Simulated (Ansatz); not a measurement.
## Y2NOS MXene monolayer in a perpendicular field

Wanted: the out-of-plane response of the Y2NOS MXene monolayer. A positive field points along +c.

Method: plane-wave DFT, PBE-D3(BJ), Ansatz PAW, in Ansatz 0.2.0.

This is a report of a sequence of runs, with most program output left out.

**1. Set-up**

The cell holds 5 atoms: 1 S, 2 Y, 1 N and 1 O. Its edges and angles: a = 3.406 Å, b = 3.406 Å, c = 42.847 Å, α = 90.0°, β = 90.0°, γ = 120.0°. Vacuum lies along c.

Coordinates:

```cif
data_structure
_symmetry_space_group_name_H-M 'P 1'
_symmetry_Int_Tables_number 1
_cell_length_a 3.4063
_cell_length_b 3.4063
_cell_length_c 42.8472
_cell_angle_alpha 90.000
_cell_angle_beta 90.000
_cell_angle_gamma 120.000
_cell_volume 430.54
loop_
_atom_site_label
_atom_site_type_symbol
_atom_site_fract_x
_atom_site_fract_y
_atom_site_fract_z
_atom_site_occupancy
S1 S 0.33333 0.66667 0.43060 1
Y2 Y 0.66667 0.33333 0.47580 1
N3 N 0.00000 0.00000 0.50716 1
Y4 Y 0.33333 0.66667 0.53853 1
O5 O 0.66667 0.33333 0.56940 1
```

**2. Relaxing the slab**

The starting cell is a guess, so the in-plane lattice and the atoms are relaxed first, with the slab cut off from its images along the normal.

input.yaml

```yaml
crystal:
  lattice:
    - [3.40626, 0.0, 0.0]
    - [-1.70313, 2.9499076919, 0.0]
    - [0.0, 0.0, 42.8471825095]
  atoms:
    - { symbol: S, position: [0.3333333333, 0.6666666667, 0.430600075] }
    - { symbol: "Y", position: [0.6666666667, 0.3333333333, 0.4757957717], spin: 1.0 }
    - { symbol: "N", position: [0.0, 0.0, 0.5071635155] }
    - { symbol: "Y", position: [0.3333333333, 0.6666666667, 0.5385312594], spin: 1.0 }
    - { symbol: O, position: [0.6666666667, 0.3333333333, 0.569399925] }
  periodic: [true, true, false]
magnetization:
  spin_polarized: true
kpoints:
  mp_grid: { grid: [12, 12, 1] }
hamiltonian:
  xc: pbe
  dispersion: d3bj
scf:
  occupations: { method: fermi_dirac, width: 0.05 }
  convergence: { dr2_threshold: 1.0e-09 }
relax:
  f_tol: 0.004
  max_steps: 90
  cell: {}
output:
  write_potential: true
  write_density: true
  volumetric_format: npy
```

Command:

```bash
ansatz run input.yaml --threads 2 --pin off --max-ram 3072MiB --backend cpu --events-out ev --progress --plain --runs-dir out
```

Run time: 5.4 min. Hardware: 2 threads of Intel Xeon Platinum 8375C at 2.90GHz (Ice Lake), shared host; peak memory 0.99 GiB; 11 min of CPU time.

Step by step:

```csv
step,energy less that of the first step (eV),largest force component (eV/Å),volume (Å³)
1,0.0000,5.5398,430.54
2,-1.1719,2.1437,433.47
3,-1.5349,0.7390,444.45
4,-1.5912,0.1673,460.37
5,-1.5961,0.1113,458.34
6,-1.5969,0.0837,457.58
7,-1.5974,0.0899,456.30
8,-1.5978,0.0050,456.57
9,-1.5978,0.0004,456.54
10*,-1.6086,0.0007,456.54
11,-1.6085,0.0027,457.36
12*,-1.6087,0.0028,457.36
```

Relaxation steps marked * repeat the geometry before them on a plane-wave basis chosen anew for their cell, so energy and pressure can jump there.

Forces are held to the 6 operations that the run works with; a distortion that breaks them can't arise in this run.

```csv
cell as run,before,after,change
a (Å),3.406,3.511,+3.1 %
b (Å),3.406,3.511,+3.1 %
```

The atoms that moved most (Å, along periodic axes as changes of fractional coordinates times the final cell, across vacuum about the mean position):

| atom | dx | dy | dz | length |
| --- | --- | --- | --- | --- |
| O5 | 0.000 | 0.000 | -0.327 | 0.327 |
| Y4 | 0.000 | 0.000 | 0.265 | 0.265 |
| N3 | 0.000 | 0.000 | -0.107 | 0.107 |
| Y2 | 0.000 | 0.000 | 0.095 | 0.095 |
| S1 | 0.000 | 0.000 | 0.075 | 0.075 |

The relaxed structure:

```xyz
5
Lattice="3.5108 0.0000 0.0000 -1.7554 3.0404 0.0000 0.0000 0.0000 42.8472" Properties=species:S:1:pos:R:3
S     0.0000    2.0269   18.5246
Y     1.7554    1.0135   20.4810
N     0.0000    0.0000   21.6236
Y     0.0000    2.0269   23.3397
O     1.7554    1.0135   24.0698
```

Numbers from this step:

```yaml
energy_at_zero_smearing: -9558.8763 eV
```

The lattice constant a goes from 3.406 to 3.511 Å.

**3. Atoms held, field 0**

A sawtooth potential applies the field, turning back in the middle of the vacuum. With the dipole correction the typed value is the field outside the slab. The induced dipole is small, so the SCF threshold is tight.

The cell differs from the one that the last finished run ended in (c 42.847 → 23.545 Å).

input.yaml

```yaml
crystal:
  lattice:
    - [3.5107554989, 0.0, 0.0]
    - [-1.7553777494, 3.0404034485, 0.0]
    - [0.0, 0.0, 23.5451952596]
  atoms:
    - { symbol: S, position: [0.3333333333, 0.6666666667, 0.3822435916] }
    - { symbol: "Y", position: [0.6666666667, 0.3333333333, 0.4653358009] }
    - { symbol: "N", position: [0.0, 0.0, 0.5138624572] }
    - { symbol: "Y", position: [0.3333333333, 0.6666666667, 0.5867473904] }
    - { symbol: O, position: [0.6666666667, 0.3333333333, 0.6177564084] }
kpoints:
  mp_grid: { grid: [18, 18, 1] }
  band_path:
    path: [[0, 0, 0], [0.5, 0, 0], [0.33333333, 0.33333333, 0], [0, 0, 0]]
    npoints: 16
hamiltonian:
  xc: pbe
  dispersion: d3bj
scf:
  occupations: { method: fermi_dirac, width: 0.02585 }
  convergence: { dr2_threshold: 1.0e-10 }
efield:
  axis: 3
  dipole_correction: true
  ramp_position: 0.97
  ramp_width: 0.06
  amplitude: 0
output:
  dos: { projected: true, e_range: [-6, 5] }
  write_potential: true
  write_density: true
  volumetric_format: npy
  elf: true
```

It took 22 s on 2 threads; peak memory 0.71 GiB.

This step gave:

* energy at zero smearing: -9558.8793 eV
* work function, upper face: 6.056 eV
* work function, lower face: 7.274 eV
* dipole along the normal: 0.07183 e·Å
* step between the vacuum levels: -1.218 eV

Running mean over a fixed 2.5 Å (it still follows the layers) of the planar mean; the ramp of the sawtooth is left out. Table of electron's electrostatic potential energy less the Fermi level by z:

```
z (Å)  electron's electrostatic potential energy less the Fermi level (eV)
  3.0                                                                 7.27
  3.5                                                                 7.27
  4.0                                                                 7.27
  4.5                                                                 7.27
  5.0                                                                 7.27
  5.5                                                                 7.27
  6.0                                                                 7.25
  6.5                                                                 7.17
  7.0                                                                 6.75
  7.5                                                                 5.21
  8.0                                                                 2.94
  8.5                                                                0.997
  9.0                                                               -0.658
  9.5                                                                -3.35
 10.0                                                                -5.62
 10.5                                                                -6.42
 11.0                                                                -6.97
 11.5                                                                -7.01
 12.0                                                                -5.83
 12.5                                                                -5.42
 13.0                                                                -6.31
 13.5                                                                -7.05
 14.0                                                                -6.74
 14.5                                                                -5.28
 15.0                                                                -2.19
 15.5                                                                 1.53
 16.0                                                                 4.54
 16.5                                                                 5.77
 17.0                                                                 6.00
 17.5                                                                 6.04
 18.0                                                                 6.05
 18.5                                                                 6.06
 19.0                                                                 6.06
 19.5                                                                 6.06
 20.0                                                                 6.06
 20.5                                                                 6.06
```

The density of states has structure finer than the step of the table below, so its rows give means over 0.2 eV, whole bins alone (the curve runs from -6 to 1.99 eV). Peaks (eV: height): -2.97: 15.4, -2.33: 10.1, -2.17: 11.7, -1.86: 12.9, -1.56: 24.0, -1.23: 15.0, -0.84: 11.7.

The density of states by energy, zero at the Fermi level; means over each step:

| energy (eV) | density of states (states/eV a cell) |
| --- | --- |
| -3.4 | 0 |
| -3.2 | 1.11 |
| -3.0 | 5.03 |
| -2.8 | 2.87 |
| -2.6 | 4.19 |
| -2.4 | 5.64 |
| -2.2 | 7.27 |
| -2.0 | 6.01 |
| -1.8 | 8.00 |
| -1.6 | 9.00 |
| -1.4 | 1.21 |
| -1.2 | 6.94 |
| -1.0 | 5.71 |
| -0.8 | 6.97 |
| -0.6 | 4.89 |
| -0.4 | 5.01 |
| -0.2 | 4.53 |
| 0.0 | 2.50 |
| 0.2 | 1.56 |
| 0.4 | 0.963 |
| 0.6 | 0.746 |
| 0.8 | 0.427 |
| 1.0 | 0 |

Projected DOS per atom over height of the atomic layer and energy from the Fermi level. Layers: S Y N Y O from below.

Values in states/eV, 22 rows by 5 columns, each cell a mean:
```
0.00 0.00 0.00 0.00 0.00
0.00 0.00 0.00 0.00 0.00
0.00 0.00 0.00 0.00 0.00
0.44 0.02 0.06 0.00 0.00
0.85 0.08 0.10 0.01 0.01
1.78 0.15 0.49 0.04 0.06
2.34 0.29 1.83 0.15 0.43
1.67 0.76 2.70 0.28 0.94
1.78 1.12 2.20 0.24 0.79
1.28 0.75 1.32 0.36 1.33
1.59 0.66 1.00 0.89 3.35
1.01 0.57 0.84 0.91 2.80
1.07 0.39 0.38 0.68 1.77
0.28 0.38 0.65 0.84 1.67
0.12 0.12 0.12 0.11 0.17
0.00 0.00 0.00 0.00 0.00
0.00 0.00 0.00 0.00 0.00
0.00 0.00 0.00 0.00 0.00
0.00 0.00 0.00 0.00 0.00
0.00 0.00 0.00 0.00 0.00
0.00 0.00 0.00 0.00 0.00
0.00 0.00 0.00 0.00 0.00
```
Columns: height of the atomic layer (Å) from 9 to 14.5 (not evenly spaced); rows upwards: energy from the Fermi level (eV) from -5.96 to 1.96.

Electronic bands along the path, in eV, zero at the Fermi level:

```
  point  band 16  band 17  band 18  band 19  band 20  band 21  band 22  band 23
      Γ    -0.95    -0.95    -0.55     0.85     0.85     4.34     4.58     4.58
halfway    -1.39    -0.94    -0.89    -0.27     0.31     3.45     4.59     5.32
      M    -1.52    -1.03    -0.95    -0.62     0.09     3.06     5.54     5.69
halfway    -1.55    -1.23    -0.86    -0.77    -0.41     3.51     5.25     5.54
      K    -1.63    -1.44    -0.93    -0.90    -0.55     4.36     4.47     5.05
halfway    -1.62    -1.27    -0.62    -0.31    -0.12     3.64     4.22     5.54
      Γ    -0.95    -0.95    -0.55     0.85     0.85     4.34     4.58     4.58
```

ELF in the ca plane at fractional y = 0.333, with atoms of Y and O within 0.2 Å of it. It is the smooth field of the valence electrons, not physical close to the nuclei.

Ten even steps from '0' (0.00) to '9' (0.85), each cell a mean:
```
00000000000023565314774122101367753100000000
00000000000000121149999510015899975210000000
00000000000000000069769810137955985210000000
00000000000000011059889710137977985210000000
00000000000012333127997211113799974200000000
00000000000135777521332244101134532000000000
00000000001368888741014775113310000000000000
00000000001468998852125886225420000000000000
00000000000257888631112465112111211000000000
```
Columns run along c (16.0 Å, from fractional 0.15 to 0.83 of the cell), rows up along a (3.5 Å). Atoms in or near the plane, at fractional coordinates: Y at (0.47, 0.67), O at (0.62, 0.67).

Valence density in the ca plane at fractional y = 0.333, with atoms of Y and O within 0.2 Å of it. It is the smooth field of the valence electrons, not physical close to the nuclei.

Ten steps, logarithmic in the rise over the least value, from '0' (0.0 e/Å³) to '9' (6.2 e/Å³), each cell a mean:
```
00000000000000000122223456532222345432000000
00000000000000000011224688752112468863100000
00000000000000000001125788863112489974100000
00000000000000000011124788863112479973100000
00000000000000000112223577642212356642100000
00000000000000000123332344333222333321000000
00000000000000001234432222333333443210000000
00000000000000001234433222334333443210000000
00000000000000001233332223333323333210000000
```
Columns run along c (16.0 Å, from fractional 0.08 to 0.76 of the cell), rows up along a (3.5 Å). Atoms in or near the plane, at fractional coordinates: Y at (0.47, 0.67), O at (0.62, 0.67).

Electrostatic potential energy in the ca plane at fractional y = 0.333, with atoms of Y and O within 0.2 Å of it. With pseudopotentials it is smooth inside the atoms' cores, unlike the true potential.

Values in eV, 5 rows by 16 columns, each cell a mean:
```
  5   5   5   5   5   5   4   1 -18 -27  -2   0 -10   2   5   5
  5   5   5   5   5   5   5   0 -33 -43  -6   1 -36  -9   5   5
  5   5   5   5   5   5   4   1 -20 -29  -2   0 -11   1   5   5
  5   5   5   5   5   5   2  -1  -1  -2   1  -6  -5   3   5   5
  5   5   5   5   5   5   2  -1  -1  -1   1  -6  -6   3   4   5
```
Columns run along c (16.0 Å, from fractional 0.08 to 0.76 of the cell; values clipped at the 3rd and 97th percentile), rows up along a (3.5 Å). Atoms in or near the plane, at fractional coordinates: Y at (0.47, 0.67), O at (0.62, 0.67).

The work function of the upper face is 6.06 eV.

**4. Atoms held, field 0.1 V/Å**

Changes to input.yaml since step 3:

```diff
@@ -27,5 +27,4 @@
   ramp_width: 0.06
-  amplitude: 0
+  amplitude: 0.1
 output:
-  dos: { projected: true, e_range: [-6, 5] }
   write_potential: true
@@ -33,2 +32 @@
   volumetric_format: npy
-  elf: true
```

It took 22 s on 2 threads; peak memory 0.7 GiB.

The dipole is 0.112 e·Å, 0.0397 e·Å from its value without field.

**5. Atoms held, field -0.1 V/Å**

Changes to input.yaml since step 4:

```diff
@@ -27,3 +27,3 @@
   ramp_width: 0.06
-  amplitude: 0.1
+  amplitude: -0.1
 output:
```

The job ended after 24 s (2 threads; peak memory 0.7 GiB).

The dipole is 0.0321 e·Å, -0.0397 e·Å from its value without field.

**6. Response, atoms held**

This step: plane-wave DFT, PBE-D3(BJ), Ansatz PAW; response to a field along the normal, atoms held (Ansatz 0.2.0).

The dipoles give the slope, and the difference of two potentials shows where the field is screened.

This step gave:

| Quantity | Value |
| --- | --- |
| equivalent conductor thickness p/(ε₀AE) | 6.730 Å |
| distance between the outer atoms | 5.545 Å |

Dipole of the cell against applied field:

```
applied field (V/Å)  dipole of the cell (e·Å)
            -0.1000                    0.0321
             0.0000                    0.0718
             0.1000                     0.112
```

Local field over the applied field, running mean. From the potentials at -0.1 and 0.1 V/Å; running mean over 2.5 Å. The local field over applied field by z:

| z (Å) | local field over applied field |
| --- | --- |
| 4.5 | 0.999 |
| 5.0 | 0.998 |
| 5.5 | 0.993 |
| 6.0 | 0.977 |
| 6.5 | 0.936 |
| 7.0 | 0.843 |
| 7.5 | 0.699 |
| 8.0 | 0.528 |
| 8.5 | 0.345 |
| 9.0 | 0.190 |
| 9.5 | 0.0960 |
| 10.0 | 0.0528 |
| 10.5 | 0.0329 |
| 11.0 | 0.0427 |
| 11.5 | 0.0690 |
| 12.0 | 0.103 |
| 12.5 | 0.133 |
| 13.0 | 0.156 |
| 13.5 | 0.186 |
| 14.0 | 0.232 |
| 14.5 | 0.313 |
| 15.0 | 0.441 |
| 15.5 | 0.605 |
| 16.0 | 0.759 |
| 16.5 | 0.882 |
| 17.0 | 0.953 |
| 17.5 | 0.984 |
| 18.0 | 0.995 |
| 18.5 | 0.998 |
| 19.0 | 1.000 |

The induced electron density oscillates, so the rows of the table below give means over windows of 1.18 Å about each position, cut where the curve ends. Its maxima inside the range that stand out by 2 % of the span (Å: e/Å³ per V/Å): 8.1: 0.00349, 9.1: 0.00157, 11.2: 6.0e-4, 12.4: -7.1e-4, 13.5: 0.00129, 14.7: -0.00131. Its minima: 8.8: 0.00132, 10.2: -7.7e-4, 12.1: -0.00133, 12.8: -0.00127, 14.4: -0.00186, 15.3: -0.00334.

Electrons, planar mean, per unit field. Induced electron density against z; means over each step:

```csv
z (Å),induced electron density (e/Å³ per V/Å)
4.71,5.5e-6
5.89,1.0e-4
7.07,0.00116
8.25,0.00267
9.43,6.6e-4
10.61,-9.6e-5
11.79,-4.2e-4
12.97,-3.2e-4
14.15,-3.8e-4
15.33,-0.00259
16.51,-7.3e-4
17.69,-6.2e-5
18.87,-3.7e-6
```

By hand: between -0.1 and 0.1 V/Å the dipole changes by 0.07940 e·Å, a slope of 0.3970 e·Å²/V. A perfect conductor of thickness t has p = ε₀AEt, so t = 180.95 × 0.3970 / 10.674 = 6.73 Å (e/ε₀ = 180.95 V·Å, A in Å²).

The induced dipole is that of a conductor 6.73 Å thick.

**7. Summary of results**

| Property | Result |
| --- | --- |
| gap without field | none |
| work function, upper face | 6.06 eV |
| step between the vacuum levels | -1.22 eV |
| equivalent conductor thickness, atoms held | 6.73 Å |

What this shows: The induced dipole equals that of a perfect conductor 6.73 Å thick, while the outer atoms lie 5.55 Å apart. The two faces differ: the vacuum level above lies 1.22 eV lower than the one below. There is no gap over 0.03 eV, with or without the field. The first relaxation ran with spin and lost its moment, and the later runs have none; other magnetic states were not tried. Spin-orbit coupling is left out. The MXene's terminations sit over the metal atoms of its far layer; the site over carbon or nitrogen, which some compounds prefer, was not run.

[Logs are printed without paths, hosts, clocks, repeated set-up lines and the standing remarks that a program may print on its own settings, such as how far it seeks lower states.]

[Hosts, paths, dates, database ids (printed as entryN), source tags and the programs' standing remarks are cut or masked in the printed files.]

[Maps of the electrostatic potential energy from Ansatz leave out the sawtooth potential of an applied field or a dipole correction, so their vacuum need not be flat; planar profiles and work functions include it.]

[The density of states shown here was stored with 400 of the rows of the run's finer table, so its peaks can read low, often by over a quarter, or be missed, and its means over a window can be off by a tenth or more.]
